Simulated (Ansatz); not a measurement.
# Mo2CO2 MXene monolayer in a perpendicular field, part 2 of 2

Aim: how the Mo2CO2 MXene monolayer screens a field along its normal, and what the field does to its bands. A positive field points along +c.

Ansatz 0.2.0; plane-wave DFT, PBE-D3(BJ), Ansatz PAW (the session's first sound run).

So far. Step 8 (Single point, field 0.3 V/Å): The dipole is 0.0745 e·Å. Step 9 (Response, atoms held): The induced dipole is that of a conductor 5.49 Å thick.

## (10) With spin-orbit coupling, k-mesh 12×12×1

This step: plane-wave DFT, PBE, fully relativistic PAW with spin-orbit coupling (Ansatz 0.2.0).

Heavy atoms split their bands by spin-orbit coupling, so this run uses fully relativistic files and two-component states.

input.yaml

```yaml
crystal:
  lattice:
    - [3.0744902113, 0.0, 0.0]
    - [-1.5372451057, 2.6625866267, 0.0]
    - [0.0, 0.0, 22.4828715233]
  atoms:
    - { symbol: O, position: [0.3333333333, 0.6666666667, 0.4003047382] }
    - { symbol: Mo, position: [0.6666666667, 0.3333333333, 0.4502964892] }
    - { symbol: C, position: [0.0, 0.0, 0.5] }
    - { symbol: Mo, position: [0.3333333333, 0.6666666667, 0.5497035108] }
    - { symbol: O, position: [0.6666666667, 0.3333333333, 0.5996952618] }
kpoints:
  mp_grid: { grid: [12, 12, 1] }
  band_path: { path: [[0, 0, 0], [0.12, 0, 0]], npoints: 24 }
hamiltonian:
  xc: pbe
  pseudopotentials: { kind: paw_fr }
magnetization:
  noncollinear: true
  spin_orbit: true
scf:
  occupations: { method: fermi_dirac, width: 0.05 }
  convergence: { dr2_threshold: 1.0e-09 }
efield:
  axis: 3
  dipole_correction: true
  ramp_position: 0.97
  ramp_width: 0.06
  amplitude: 0
output:
  write_potential: true
  write_density: true
  volumetric_format: npy
```

Command:

```sh
$ ansatz run input.yaml --threads 2 --pin off --max-ram 3072MiB --backend cpu --events-out ev --progress --plain --runs-dir out
```

The job ended after 2.1 min (2 threads of Arm Neoverse N1, shared host; peak memory 0.96 GiB; 4.1 min of CPU time).

This step gave:

| Quantity | Value |
| --- | --- |
| energy at zero smearing | -11299.7203 eV |
| work function, upper face | 6.327 eV |
| dipole along the normal | 2.75e-6 e·Å |

The electronic bands at the labelled points (eV, zero at the Fermi level):

| point | band 43 | band 44 | band 45 | band 46 | band 47 | band 48 | band 49 | band 50 |
| --- | --- | --- | --- | --- | --- | --- | --- | --- |
| Γ | -2.24 | -2.24 | -0.62 | -0.62 | 0.28 | 0.28 | 0.29 | 0.29 |
| halfway | -1.77 | -1.77 | -0.60 | -0.60 | 0.33 | 0.33 | 0.37 | 0.37 |
| end | -1.31 | -1.31 | -0.41 | -0.41 | 0.51 | 0.51 | 0.53 | 0.53 |

The work function of the upper face is 6.33 eV.

## (11) With spin-orbit coupling, k-mesh 12×12×1, field -0.2 V/Å

The same in a field along the normal.

Changes to input.yaml since step 10:

```diff
@@ -28,3 +28,3 @@
   ramp_width: 0.06
-  amplitude: 0
+  amplitude: -0.2
 output:
```

Run time: 2.1 min. Hardware: 2 threads; peak memory 0.96 GiB; 4.2 min of CPU time.

This step gave:

- energy at zero smearing: -11299.7253 eV
- dipole along the normal: -0.04970 e·Å

The dipole is -0.0497 e·Å.

## (12) A changed input

This step: plane-wave DFT, PBE-D3(BJ), Ansatz PAW (Ansatz 0.2.0).

An input spoilt on purpose, to show how the run answers: it repeats the earlier run at 0.05 V/Å with efield.amplitude from 0.05 to 1.5, and scf.max_iter set to 100.

input.yaml, the sections that differ from step 11:

```yaml
kpoints:
  mp_grid: { grid: [18, 18, 1] }
  band_path:
    path: [[0, 0, 0], [0.5, 0, 0], [0.33333333, 0.33333333, 0], [0, 0, 0]]
    npoints: 16
hamiltonian:
  xc: pbe
  dispersion: d3bj
scf:
  occupations: { method: fermi_dirac, width: 0.05 }
  convergence: { dr2_threshold: 1.0e-10 }
  max_iter: 100
efield:
  axis: 3
  dipole_correction: true
  ramp_position: 0.97
  ramp_width: 0.06
  amplitude: 1.5
# crystal, output: as in step 11
# magnetization: removed
```

Run time: 40 s. Hardware: 2 threads; peak memory 0.48 GiB.

| quantity | this run | earlier run | difference |
| --- | --- | --- | --- |
| dipole along the normal (e·Å) | 0.3741 | 0.01242 | 0.36 |

The applied field differs between the two, so the dipoles differ in any case.

In so strong a field the program warns of density in the ramp of the sawtooth; these numbers are not the system's.

## (13) A changed input: hamiltonian.xc = "r2scan"

This step: plane-wave DFT, PBE-D3(BJ), Ansatz PAW, but for the change named below (Ansatz 0.2.0).

Another changed input: it repeats the earlier run at 0.05 V/Å with hamiltonian.xc from pbe to r2scan.

Changes to input.yaml since step 12:

```diff
@@ -17,3 +17,3 @@
 hamiltonian:
-  xc: pbe
+  xc: r2scan
   dispersion: d3bj
@@ -22,3 +22,2 @@
   convergence: { dr2_threshold: 1.0e-10 }
-  max_iter: 100
 efield:
@@ -28,3 +27,3 @@
   ramp_width: 0.06
-  amplitude: 1.5
+  amplitude: 0.05
 output:
```

Run time: 75 s. Hardware: 2 threads; peak memory 0.86 GiB; 2.5 min of CPU time.

Numbers from this step:

- energy at zero smearing: -11324.1165 eV
- dipole along the normal: 0.01232 e·Å

Electronic bands along the path, in eV, zero at the Fermi level:

| point | band 19 | band 20 | band 21 | band 22 | band 23 | band 24 | band 25 | band 26 |
| --- | --- | --- | --- | --- | --- | --- | --- | --- |
| Γ | -2.46 | -2.46 | -2.44 | -2.44 | -0.67 | 0.34 | 0.34 | 2.03 |
| halfway | -3.92 | -3.07 | -2.13 | -0.70 | 0.44 | 0.84 | 1.33 | 1.89 |
| M | -3.36 | -3.00 | -2.42 | 0.33 | 0.36 | 1.27 | 1.40 | 1.97 |
| halfway | -4.25 | -3.37 | -1.61 | 0.08 | 0.13 | 1.40 | 1.50 | 2.09 |
| K | -4.27 | -4.27 | -0.64 | -0.45 | -0.45 | 1.56 | 1.56 | 2.20 |
| halfway | -4.03 | -3.24 | -1.68 | -0.92 | 0.68 | 1.16 | 1.42 | 1.83 |
| Γ | -2.46 | -2.46 | -2.44 | -2.44 | -0.67 | 0.34 | 0.34 | 2.03 |

| quantity | this run | earlier run | difference |
| --- | --- | --- | --- |
| dipole along the normal (e·Å) | 0.01232 | 0.01242 | -1.0e-4 |

It moves by -0.000102 e·Å.

Of the bands kept, 2 cross the Fermi level on this path.

## (14) Summary of results

| Quantity | Value |
| --- | --- |
| gap without field | none |
| work function, upper face | 6.32 eV |
| equivalent conductor thickness, atoms held | 5.49 Å |

What this shows: The induced dipole equals that of a perfect conductor 5.49 Å thick, while the outer atoms lie 4.48 Å apart. There is no gap over 0.03 eV, with or without the field. The main runs have no spin polarisation; a magnetic state could lie lower and would change these results. The field series itself is without spin-orbit coupling. The MXene's terminations sit over the metal atoms of its far layer; the site over carbon or nitrogen, which some compounds prefer, was not run.

[Logs are printed without paths, hosts, clocks, repeated set-up lines and the standing remarks that a program may print on its own settings, such as how far it seeks lower states.]

[Hosts, paths, dates, database ids (printed as entryN), source tags and the programs' standing remarks are cut or masked in the printed files.]

[Maps of the electrostatic potential energy from Ansatz leave out the sawtooth potential of an applied field or a dipole correction, so their vacuum need not be flat; planar profiles and work functions include it.]
